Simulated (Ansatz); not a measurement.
# Phonons of ZrBRh3 (Pm-3m) against volume

Does ZrBRh3 (Pm-3m) expand much on heating, by its phonons?

Method: DFT PBEsol, scalar-relativistic, plane waves, PAW; PAW set soft_1, in Ansatz 0.2.0.

### 1. Starting point

It takes space group Pm-3m (No. 221, cubic). Conventional cell: a = 4.089 Å, b = 4.089 Å, c = 4.089 Å, α = 90.00°, β = 90.00°, γ = 90.00°. Nearest to Zr lie 12 Rh at 2.89 Å. Nearest to B lie 6 Rh at 2.04 Å. Nearest to Rh lie 2 B at 2.04 Å and 4 Zr at 2.89 Å and 8 Rh at 2.89 Å. Farther neighbours, and contacts between anions beyond the nearest, are not listed.

As a file:

```cif
data_structure
_symmetry_space_group_name_H-M 'P 1'
_symmetry_Int_Tables_number 1
_cell_length_a 4.0891
_cell_length_b 4.0891
_cell_length_c 4.0891
_cell_angle_alpha 90.000
_cell_angle_beta 90.000
_cell_angle_gamma 90.000
_cell_volume 68.37
loop_
_atom_site_label
_atom_site_type_symbol
_atom_site_fract_x
_atom_site_fract_y
_atom_site_fract_z
_atom_site_occupancy
Zr1 Zr 0.00000 0.00000 0.00000 1
B2 B 0.50000 0.50000 0.50000 1
Rh3 Rh 0.00000 0.50000 0.50000 1
Rh4 Rh 0.50000 0.50000 0.00000 1
Rh5 Rh 0.50000 0.00000 0.50000 1
```

### 2. The dispersion

Stability and thermal properties need the whole zone. Linear response on a 2×2×2 q mesh gives force constants as far as a supercell of that size would.

Contents of input.yaml:

```yaml
crystal:
  lattice:
    - [4.08908257, 0.0, 0.0]
    - [0.0, 4.08908257, 0.0]
    - [0.0, 0.0, 4.08908257]
  atoms:
    - { symbol: Zr, position: [0.0, 0.0, 0.0] }
    - { symbol: B, position: [0.5, 0.5, 0.5] }
    - { symbol: Rh, position: [0.0, 0.5, 0.5] }
    - { symbol: Rh, position: [0.5, 0.5, 0.0] }
    - { symbol: Rh, position: [0.5, 0.0, 0.5] }
kpoints:
  mp_grid: { grid: [12, 12, 12] }
hamiltonian:
  xc: pbesol
  pseudopotentials: { kind: paw, azcp: { folder: soft_1 }, xc_functional: pbe }
scf:
  occupations: { method: methfessel_paxton, width: 0.2 }
output:
  eigenvalues: true
phonons:
  method: dfpt
  qmesh: [2, 2, 2]
  temperatures: { t_max: 1000, t_step: 50 }
  qpath:
    path:
      - [[0.0, 0.0, 0.0], [0.0, 0.5, 0.0], [0.5, 0.5, 0.0], [0.0, 0.0, 0.0], [0.5, 0.5, 0.5], [0.0, 0.5, 0.0]]
      - [[0.5, 0.5, 0.5], [0.5, 0.5, 0.0]]
    npoints: 10
```

Run with:

```
$ ansatz run input.yaml --threads 4 --pin off --max-ram 10240MiB --backend cpu --events-out ev --progress --plain --runs-dir out
```

What it wrote:

```text
Engine: ansatz 0.2.0, aarch64-unknown-linux-gnu
Pseudopotentials: kind: paw
Pseudopotential: Zr, paw, valence charge 12, recommended cutoff 420 eV (normal), soft_1/Zr.paw.azcp
Pseudopotential: B, paw, valence charge 3, recommended cutoff 420 eV (normal), soft_1/B.paw.azcp
Pseudopotential: Rh, paw, valence charge 17, recommended cutoff 420 eV (normal), soft_1/Rh.paw.azcp
Functional definition: PBEsol
  exchange = pbesol_x
  correlation = pbesol_c
Crystal: 5 atoms, lattice volume = 68.372 Å³
Basis set: ecut = 420 eV, 1357 PW (Γ), exchange–correlation on 60×60×60 points (8 copies of the dense FFT grid, shifted against one another)
Bands: 40, of which v1, the nominal top of the filled ones, is band 33 counted from 1 (32 counted from 0)
Symmetry: 48 space group operations
k-points: 84 of 1728
Non-local potential: Zr, projectors of the file, l = 0: 3, l = 1: 2, l = 2: 2, l = 3: 1
Non-local potential: B, projectors of the file, l = 0: 2, l = 1: 2, l = 2: 1
Non-local potential: Rh, projectors of the file, l = 0: 3, l = 1: 2, l = 2: 2, l = 3: 1
PAW form: soft (Blöchl's): semilocal exchange-correlation on the pseudo side does not see the compensation charge
PAW frozen core: Zr, regenerated for the run's functional, and the local potential with it (the file was generated under x = pbe(κ = 0.804, μ = 0.219515), c = pbe(β = 0.066725))
PAW frozen core: B, regenerated for the run's functional, and the local potential with it (the file was generated under x = pbe(κ = 0.804, μ = 0.219515), c = pbe(β = 0.066725))
PAW frozen core: Rh, regenerated for the run's functional, and the local potential with it (the file was generated under x = pbe(κ = 0.804, μ = 0.219515), c = pbe(β = 0.066725))
PAW one-centre angular grid: Zr, 590 points (default); XC on 64 Gauss nodes
PAW one-centre angular grid: B, 110 points (default); XC on 64 Gauss nodes
PAW one-centre angular grid: Rh, 590 points (default); XC on 64 Gauss nodes
Initial density: superposition of atomic densities (chi_scale 0.1, normalization cell, long waves kept (reshape's long-wave potential 0.00 eV rms))
Initial wavefunctions: pseudopotential atomic-orbital guess
Functional: x = pbesol(κ = 0.804, μ = 0.123457), c = pbesol(β = 0.046)
SCF iter   1: F=—  HF=-23309.504068 eV  |F-HF|=—  |Δ(HF+E_count)|=         —  Δρ=2.52e-1  dr2=7.20e1  ethr=3.10e-3  ⟨swp⟩=4.9  Hψ=10610  notcnv=0
preconditioner: auto → Kerker (q_TF=auto, 2.712 Å⁻¹)  [metal: Δε(μ)=0.003 eV  Ē_g=5.373 eV  σ=0.200 eV  W_gap=0.01  n_scr=26 (ndim 8)  ℏωp=26.2 eV  f_vac=0.000  D(μ)=6.33/eV (n_scr^D=80)]
SCF iter   2: F=—  HF=-23303.100696 eV  |F-HF|=—  |Δ(HF+E_count)|=    6.40e0  S|Δr|=    0.00e0  Δρ=1.03e-1  dr2=1.27e1  ethr=3.10e-3  ⟨swp⟩=2.2  Hψ=7057  notcnv=0  defer=8
SCF iter   3: F=—  HF=-23301.681804 eV  |F-HF|=—  |Δ(HF+E_count)|=    1.42e0  S|Δr|=    0.00e0  Δρ=2.64e-2  dr2=1.04e0  ethr=3.10e-3  ⟨swp⟩=2.0  Hψ=5640  notcnv=0  defer=9
SCF iter   4: F=—  HF=-23301.523501 eV  |F-HF|=—  |Δ(HF+E_count)|=   1.58e-1  S|Δr|=    0.00e0  Δρ=7.23e-3  dr2=7.81e-2  ethr=1.57e-3  ⟨swp⟩=2.0  Hψ=4233  notcnv=0  defer=26
SCF iter   5: F=—  HF=-23301.513979 eV  |F-HF|=—  |Δ(HF+E_count)|=   9.52e-3  S|Δr|=    0.00e0  Δρ=4.29e-3  dr2=3.20e-2  ethr=1.18e-4  ⟨swp⟩=1.0  Hψ=3376  notcnv=0  defer=26
SCF iter   6: F=—  HF=-23301.508554 eV  |F-HF|=—  |Δ(HF+E_count)|=   5.43e-3  S|Δr|=    0.00e0  Δρ=1.42e-3  dr2=3.48e-3  ethr=4.84e-5  ⟨swp⟩=1.5  Hψ=3505  notcnv=0  defer=26
SCF iter   7: F=—  HF=-23301.507887 eV  |F-HF|=—  |Δ(HF+E_count)|=   6.66e-4  S|Δr|=    0.00e0  Δρ=1.61e-4  dr2=3.41e-5  ethr=5.27e-6  ⟨swp⟩=2.0  Hψ=4001  notcnv=0  defer=26
SCF iter   8: F=—  HF=-23301.507877 eV  |F-HF|=—  |Δ(HF+E_count)|=   9.81e-6  S|Δr|=    0.00e0  Δρ=2.42e-5  dr2=4.17e-7  ethr=5.17e-8  ⟨swp⟩=2.0  Hψ=5713  notcnv=0  defer=26
SCF iter   9: F=—  HF=-23301.507878 eV  |F-HF|=—  |Δ(HF+E_count)|=   4.83e-7  S|Δr|=    0.00e0  Δρ=2.90e-6  dr2=5.92e-9  ethr=6.32e-10  ⟨swp⟩=2.0  Hψ=4171  notcnv=0  defer=32
SCF iter  10: F=—  HF=-23301.507878 eV  |F-HF|=—  |Δ(HF+E_count)|=  1.53e-10  S|Δr|=    0.00e0  Δρ=6.69e-7  dr2=3.67e-10  ethr=8.97e-12  ⟨swp⟩=2.2  Hψ=5352  notcnv=0  defer=32
SCF iter  11: F=—  HF=-23301.507878 eV  |F-HF|=—  |Δ(HF+E_count)|=  6.91e-11  S|Δr|=    0.00e0  Δρ=1.48e-7  dr2=1.74e-11  ethr=1.00e-12  ⟨swp⟩=1.2  Hψ=3391  notcnv=0  defer=32
SCF iter  12: F=-23301.507878 eV  HF=-23301.507878 eV  |F-HF|=3.64e-12  |Δ(HF+E_count)|=  3.64e-12  S|Δr|=    0.00e0  Δρ=2.06e-8  dr2=2.73e-13  ethr=1.00e-12  ⟨swp⟩=7.2  Hψ=13506  notcnv=0
SCF 1 converged in 12 iterations: F = -23301.507878 eV  dr2 = 2.73e-13
  greatest PAW one-centre occupation: 0.999 electrons in one spin orbital (limit 2), on the Rh atom at site 4 (counted from 0), in its partial waves of l = 0
Initial density: read from a saved state, or passed on in memory by an earlier SCF of this step, an earlier step, the calling program or the single point that the run made first
iter 1 solved again at ethr=1.89e-7 eV; its pass at ethr=3.10e-3 eV (dr2=1.25e-4 eV) is discarded
SCF iter   1: F=—  HF=-23301.507879 eV  |F-HF|=—  |Δ(HF+E_count)|=         —  Δρ=6.16e-7  dr2=1.12e-10  ethr=1.89e-7  ⟨swp⟩=3.0  Hψ=19434  notcnv=0
eigensolver tolerance schedule: the retry pair's looser diagonalisation over-reported the residual by 1109171.15 of it (diagonalisation noise at an unbounded share of the residual, at the tolerance the schedule requests for it); recorded, not acted on — ethr = c·dr2/N_el stays at c = 1.0e-1
preconditioner: auto → Resta (q_TF=auto, 2.712 Å⁻¹)  ε∞=10.3  [insulator: Δε(μ)=0.234 eV  Ē_g=9.302 eV  σ=0.200 eV  W_gap=0.79  n_scr=26 (ndim 8)  ℏωp=28.4 eV  f_vac=0.000  D(μ)=0.24/eV (n_scr^D=0)  ε∞_Penn≈10.3]
SCF iter   2: F=—  HF=-23301.507878 eV  |F-HF|=—  |Δ(HF+E_count)|=   1.74e-6  S|Δr|=    0.00e0  Δρ=3.16e-7  dr2=3.03e-11  ethr=1.00e-12  ⟨swp⟩=3.7  Hψ=8897  notcnv=0
SCF iter   3: F=—  HF=-23301.507878 eV  |F-HF|=—  |Δ(HF+E_count)|=  7.28e-12  S|Δr|=    0.00e0  Δρ=2.07e-7  dr2=1.25e-11  ethr=1.00e-12  ⟨swp⟩=3.4  Hψ=7493  notcnv=0
SCF iter   4: F=-23301.507878 eV  HF=-23301.507878 eV  |F-HF|=0.00e0  |Δ(HF+E_count)|=  7.28e-12  S|Δr|=    0.00e0  Δρ=9.48e-8  dr2=2.49e-12  ethr=1.00e-12  ⟨swp⟩=2.0  Hψ=6466  notcnv=0
SCF 2 converged in 4 iterations: F = -23301.507878 eV  dr2 = 2.49e-12
phonons: the bands overlap, so this run is a metal and interpolates without the dipole-dipole term. If the crystal is really an insulator or semiconductor, its LO-TO splitting is missing
NSCF: frozen V_eff on 84 k-points
NSCF: frozen V_eff on 343 k-points
DFPT response loops at q = (0, 0, 0) (fractional): preconditioner auto → Kerker (q_TF=auto, 2.712 Å⁻¹) (partly filled bands, converged f_vac=0.000); β = 1.00, the filter's whole step (`scf.mixing.beta` (0.50) is not read by the response loops under this deck's `scf.mixing.preconditioner`; to damp them name `kerker` or `kerker_dos`, under which they read `scf.mixing.beta`, and type it under 1.00, their step now; both keys bind the ground state too); Broyden in place of MSR1
NSCF: frozen V_eff on 686 k-points
DFPT response loops at q = (0, 0, -0.5) (fractional): mixed as the last ones told, above
NSCF: frozen V_eff on 686 k-points
DFPT response loops at q = (0, -0.5, -0.5) (fractional): mixed as the last ones told, above
NSCF: frozen V_eff on 686 k-points
DFPT response loops at q = (-0.5, -0.5, -0.5) (fractional): mixed as the last ones told, above
SCF converged after 12 iterations
Stability not checked: this state was not tested for a lower state beside it, because cold or Methfessel-Paxton smearing, or corrected tetrahedra, fill the levels in a way that the test cannot read (fill_not_monotonic; see scf.lower_state_search)
Free energy (F): -23301.507878 eV
Harris-Foulkes:  -23301.507878 eV  (|F-HF|=3.64e-12)
Internal energy: -23301.514409 eV  (E = F + TS)
E sigma→0 (E₀):  -23301.509511 eV
Entropy (-TS):   0.006531 eV (1.306 meV/atom)
Fermi energy:    19.521833 eV
--- Per-component energies (eV) ---
  E_band       = -412.787476
  E_kinetic    = 1982.506245
  E_local      = -5750.922480  (includes V_loc(G=0)·N_el)
  E_nonlocal   = 986.246628
  E_hartree    = 2160.581298
  E_xc         = -791.091971
  E_vxc        = -982.745249  (∫ρ·V_xc dr)
  E_paw        = -13606.892264  (= ΣΔE_a)
  E_vpaw       = -969.035433  (= ΣTr[D̂ρ^β])
  E_aug_tail   = 0.000219  (compensation charges beyond the density's cutoff)
  E_ewald      = -8282.951118
  E_core_change = 1.009033  (= ΣΔE_core)
  E_smearing   = 0.006531  (= −TS)
  E_closure    = 0.000000  (closes the sum)
  Σ components = -23301.507878   (vs F -23301.507878, Δ=0.00e0)
--- Band table (eV; the first three rows and the last of 84) ---
  k-point 0: bands = [... 29 lower, 18.1878, 18.1878, 19.4087, 19.4383, 19.4383, 19.4383, 21.7914, 21.7914, ... 3 higher]
  k-point 1: bands = [... 29 lower, 17.9600, 18.4598, 19.3528, 19.4384, 19.6745, 19.6745, 21.7502, 21.8507, ... 3 higher]
  k-point 2: bands = [... 29 lower, 17.7155, 18.5178, 19.1864, 19.4389, 20.1034, 20.1034, 21.6378, 21.9428, ... 3 higher]
  k-point 83: bands = [... 29 lower, 19.2435, 19.2435, 19.2435, 19.9676, 19.9676, 19.9676, 20.8435, 20.8435, ... 3 higher]
--- Phonons (Γ-DFPT): 4 representative perturbations + reference (Σ response iterations 14) ---
  ASR residual: 1.110e-5 → 0.000e0 eV/Å²; symmetrization residual: 9.944e-6 eV/Å²
  ASR residual per site (eV/Å²): 3.30e-6 2.26e-6 1.11e-5 1.11e-5 1.11e-5
  Γ frequencies (cm⁻¹): 0.00 0.00 0.00 125.09 125.09 125.09 127.79 127.79 127.79 135.72 135.72 135.72 580.26 580.26 580.26
--- Phonons (arbitrary-q DFPT): 4 irreducible q on the 2×2×2 mesh ---
  q = [0.0000, 0.0000, 0.0000] (star 1, of the zone-centre solve; hermiticity 9.25e-7, symmetrization 8.57e-13): -0.00 0.00 0.00 125.09 125.09 125.09 127.79 127.79 127.79 135.72 135.72 135.72 580.26 580.26 580.26
  q = [0.0000, 0.0000, -0.5000] (star 3, 9 solved perturbations in 2646 linear systems a pass and spin channel, the states on 343 of 1728 k-point pairs; hermiticity 8.96e-7, symmetrization 2.69e-13): 96.61 96.61 102.72 102.72 121.91 136.44 136.44 138.91 138.91 152.29 182.93 251.49 582.04 582.04 695.07
  q = [0.0000, -0.5000, -0.5000] (star 3, 9 solved perturbations in 2646 linear systems a pass and spin channel, the states on 343 of 1728 k-point pairs; hermiticity 9.67e-7, symmetrization 6.02e-13): 79.50 103.18 103.18 121.41 121.41 135.42 141.38 148.17 148.17 170.78 209.20 283.49 580.67 689.50 689.50
  q = [-0.5000, -0.5000, -0.5000] (star 1, 4 solved perturbations in 931 linear systems a pass and spin channel, the states on 343 of 1728 k-point pairs; hermiticity 3.57e-7, symmetrization 5.84e-13): 93.97 93.97 93.97 110.25 110.25 110.25 142.00 142.00 142.00 218.47 218.47 311.66 704.98 704.98 704.98
  sum rule: each row above includes the acoustic sum rule's correction from the zone centre's row sums; it moved no ω² by more than (0.24 cm⁻¹)²
  mesh force constants: q→R imaginary residual 3.67e-18; ASR residual 1.110e-5 → 0.000e0 eV/Å²; symmetrization residual 2.132e-14 eV/Å²
  interpolated dispersion: 62 rows × 15 modes
  density of states and harmonic sums: on the 16×16×16 q-mesh, interpolated from the force constants of a 2×2×2 supercell (no non-analytic term)
  largest difference from the sums on the solved wave vectors: F 5.32e-2 eV, S 8.54e-5 and C_V 3.22e-5 eV/K
  zero-point energy: 0.224382 eV/cell   skipped modes (ω ≤ 0): 3   left out of the sums: 4.88e-5 of the cell's modes: C_V's classical limit lies that fraction below 3 k_B per atom; for a crystal, a wire or a layer, F and S can be off by more, and a phonons.interpolated_qmesh denser along its periods is the remedy for the sampling
```

Run time: 9.2 min. Hardware: 4 threads of Arm Neoverse V2, shared host; peak memory 2.3 GiB.

Read from the output:

```
volume per atom                                            : 13.67 Å³
gap on the k-mesh                                          : 0 eV
sum-rule residual before enforcement                       : 1.11e-5 eV/Å²
lowest frequency on the path                               : 0 cm⁻¹
point group                                                : m-3m
highest frequency on path, mesh or solved points           : 705 cm⁻¹
mean frequency                                             : 241.3 cm⁻¹
Debye temperature (second moment)                          : 586 K
logarithmic mean frequency                                 : 184.6 cm⁻¹
highest optical mode at the zone centre (no LO-TO term)    : 580.3 cm⁻¹
lowest optical zone-centre mode                            : 125.1 cm⁻¹
lowest mode on the q mesh (acoustic modes at Γ apart)      : 79.5 cm⁻¹
zero-point energy per atom                                 : 44.88 meV
heat capacity at 300 K                                     : 21.55 J/(mol atoms K)
vibrational entropy at 300 K                               : 29.98 J/(mol atoms K)
edges of the widest gap between branches, on path and mesh : 311.7, 580.3 cm⁻¹
```

Frequencies (cm⁻¹) solved at each irreducible wavevector; negative means imaginary. Frequencies by wavevector, by row:

```csv
q in reciprocal lattice units,star,mode 1,mode 2,mode 3,mode 4,mode 13,mode 14,mode 15
0 0 0,1,0,0,0,125.1,580.3,580.3,580.3
0 0 -0.5,3,96.6,96.6,102.7,102.7,582,582,695.1
0 -0.5 -0.5,3,79.5,103.2,103.2,121.4,580.7,689.5,689.5
-0.5 -0.5 -0.5,1,94,94,94,110.2,705,705,705
```

Symmetry leaves 4 wavevectors to solve. The lowest mode among them, the acoustic zeros apart, lies at q = (0, -0.5, -0.5) and is real, 79.5 cm⁻¹.

### 3. Relaxing at another volume, volume ratio 0.97

The volume is scaled by 0.97 and held; symmetry leaves nothing to relax, so this is a single point. The modes can then be followed against volume.

input.yaml, the sections that differ from step 2:

```yaml
crystal:
  lattice:
    - [4.0477758816, 0.0, 0.0]
    - [0.0, 4.0477758816, 0.0]
    - [0.0, 0.0, 4.0477758816]
  atoms:
    - { symbol: Zr, position: [0.0, 0.0, 0.0] }
    - { symbol: B, position: [0.5, 0.5, 0.5] }
    - { symbol: Rh, position: [0.0, 0.5, 0.5] }
    - { symbol: Rh, position: [0.5, 0.5, 0.0] }
    - { symbol: Rh, position: [0.5, 0.0, 0.5] }
output:
  forces: true
  stress: true
  eigenvalues: true
# kpoints, hamiltonian, scf: as in step 2
# phonons: removed
```

What it wrote:

```text
[...]
Crystal: 5 atoms, lattice volume = 66.321 Å³
Basis set: ecut = 420 eV, 1309 PW (Γ), exchange–correlation on 60×60×60 points (8 copies of the dense FFT grid, shifted against one another)
Bands: 40, of which v1, the nominal top of the filled ones, is band 33 counted from 1 (32 counted from 0)
Symmetry: 48 space group operations
[...]
k-points: 84 of 1728
[...]
k-point 0: bands = [... 29 lower, 18.8832, 18.8832, 20.1607, 20.1981, 20.1981, 20.1981, 22.6296, 22.6296, ... 3 higher]
  k-point 1: bands = [... 29 lower, 18.6485, 19.1683, 20.1013, 20.1983, 20.4391, 20.4391, 22.5856, 22.6883, ... 3 higher]
  k-point 2: bands = [... 29 lower, 18.3940, 19.2331, 19.9248, 20.1988, 20.8789, 20.8789, 22.4658, 22.7787, ... 3 higher]
  k-point 83: bands = [... 29 lower, 19.9894, 19.9894, 19.9894, 20.7295, 20.7295, 20.7295, 21.6550, 21.6550, ... 3 higher]
[key lines of the parts left out:]
SCF converged after 9 iterations
Free energy (F): -23301.459025 eV
Fermi energy:    20.284689 eV
P = ⅓ Tr σ = 7.8533 GPa (78.533 kbar)
```

Wall time 3.1 s (4 threads); peak memory 0.47 GiB.

This step gave:

```yaml
pressure: 7.853 GPa
volume_per_atom: 13.26 Å³
```

The run ends at a pressure of 7.85 GPa.

### 4. Phonons at the other volume, volume ratio 0.97

The phonons are repeated at this volume on the same meshes, so that differences come from the volume alone.

Edit input.yaml of step 3 so:

```diff
@@ -19,4 +19,11 @@
 output:
-  forces: true
-  stress: true
   eigenvalues: true
+phonons:
+  method: dfpt
+  qmesh: [2, 2, 2]
+  temperatures: { t_max: 1000, t_step: 50 }
+  qpath:
+    path:
+      - [[0.0, 0.0, 0.0], [0.0, 0.5, 0.0], [0.5, 0.5, 0.0], [0.0, 0.0, 0.0], [0.5, 0.5, 0.5], [0.0, 0.5, 0.0]]
+      - [[0.5, 0.5, 0.5], [0.5, 0.5, 0.0]]
+    npoints: 10
```

What it wrote:

```text
[...]
Crystal: 5 atoms, lattice volume = 66.321 Å³
Basis set: ecut = 420 eV, 1309 PW (Γ), exchange–correlation on 60×60×60 points (8 copies of the dense FFT grid, shifted against one another)
Bands: 40, of which v1, the nominal top of the filled ones, is band 33 counted from 1 (32 counted from 0)
Symmetry: 48 space group operations
k-points: 84 of 1728
[...]
SCF iter   1: F=—  HF=-23309.387107 eV  |F-HF|=—  |Δ(HF+E_count)|=         —  Δρ=2.52e-1  dr2=6.87e1  ethr=3.10e-3  ⟨swp⟩=4.9  Hψ=10682  notcnv=0
[...]
SCF iter  11: F=-23301.459025 eV  HF=-23301.459025 eV  |F-HF|=1.09e-11  |Δ(HF+E_count)|=  1.82e-11  S|Δr|=    0.00e0  Δρ=1.04e-7  dr2=8.37e-12  ethr=1.00e-12  ⟨swp⟩=7.8  Hψ=15239  notcnv=0
SCF 1 converged in 11 iterations: F = -23301.459025 eV  dr2 = 8.37e-12
[...]
SCF iter   4: F=-23301.459025 eV  HF=-23301.459025 eV  |F-HF|=3.64e-12  |Δ(HF+E_count)|=    0.00e0  S|Δr|=    0.00e0  Δρ=5.11e-8  dr2=6.58e-13  ethr=1.00e-12  ⟨swp⟩=3.0  Hψ=6813  notcnv=0
SCF 2 converged in 4 iterations: F = -23301.459025 eV  dr2 = 6.58e-13
[...]
NSCF: frozen V_eff on 84 k-points
[...]
SCF converged after 11 iterations
[...]
Free energy (F): -23301.459025 eV
[...]
Internal energy: -23301.465001 eV  (E = F + TS)
E sigma→0 (E₀):  -23301.460519 eV
Entropy (-TS):   0.005977 eV (1.195 meV/atom)
Fermi energy:    20.284694 eV
[...]
--- Band table (eV; the first three rows and the last of 84) ---
  k-point 0: bands = [... 29 lower, 18.8832, 18.8832, 20.1607, 20.1981, 20.1981, 20.1981, 22.6296, 22.6296, ... 3 higher]
  k-point 1: bands = [... 29 lower, 18.6485, 19.1683, 20.1013, 20.1983, 20.4391, 20.4391, 22.5856, 22.6883, ... 3 higher]
  k-point 2: bands = [... 29 lower, 18.3941, 19.2331, 19.9248, 20.1988, 20.8789, 20.8789, 22.4658, 22.7787, ... 3 higher]
  k-point 83: bands = [... 29 lower, 19.9894, 19.9894, 19.9894, 20.7295, 20.7295, 20.7295, 21.6550, 21.6550, ... 3 higher]
[...]
ASR residual: 5.029e-5 → 0.000e0 eV/Å²; symmetrization residual: 9.709e-6 eV/Å²
  ASR residual per site (eV/Å²): 5.03e-5 1.60e-5 4.14e-5 4.14e-5 4.14e-5
[...]
--- Phonons (arbitrary-q DFPT): 4 irreducible q on the 2×2×2 mesh ---
[...]
interpolated dispersion: 62 rows × 15 modes
[...]
```

Wall time 9.2 min (4 threads); peak memory 2.3 GiB; 36 min of CPU time.

Read from the output:

- sum-rule residual before enforcement: 5.03e-5 eV/Å²
- highest frequency on path, mesh or solved points: 734.9 cm⁻¹
- mean frequency: 255.6 cm⁻¹
- Debye temperature (second moment): 617 K
- logarithmic mean frequency: 196.5 cm⁻¹
- highest optical mode at the zone centre (no LO-TO term): 616.0 cm⁻¹
- lowest optical zone-centre mode: 133.3 cm⁻¹
- lowest mode on the q mesh (acoustic modes at Γ apart): 82.97 cm⁻¹
- zero-point energy per atom: 47.53 meV
- heat capacity at 300 K: 21.27 J/(mol atoms K)
- vibrational entropy at 300 K: 28.61 J/(mol atoms K)
- edges of the widest gap between branches, on path and mesh: 329.7, 616 cm⁻¹

Frequencies (cm⁻¹) solved at each irreducible wavevector; negative means imaginary. Frequencies by wavevector, by row:

```csv
q in reciprocal lattice units,star,mode 1,mode 2,mode 3,mode 4,mode 13,mode 14,mode 15
0 0 0,1,0,0,0,133.3,616,616,616
0 0 -0.5,3,102.9,102.9,107.8,107.8,617.6,617.6,725
0 -0.5 -0.5,3,83,109.6,109.6,130.9,616.2,719.1,719.1
-0.5 -0.5 -0.5,1,98.1,98.1,98.1,115.3,734.9,734.9,734.9
```

The highest optical mode at the zone centre (no LO-TO term) is 616.0 cm⁻¹, +35.7 cm⁻¹ against the base run.

[end of part 1 of 2]

[Long decimals in the printed logs are rounded to 6 places.]

[Logs are printed without paths, hosts, clocks, repeated set-up lines and the standing remarks that a program may print on its own settings, such as how far it seeks lower states.]

[Hosts, paths, dates, database ids (printed as entryN), source tags and the programs' standing remarks are cut or masked in the printed files.]

[Where the starting crystal was built by hand or by swapping elements, it need not be the compound's stable phase.]
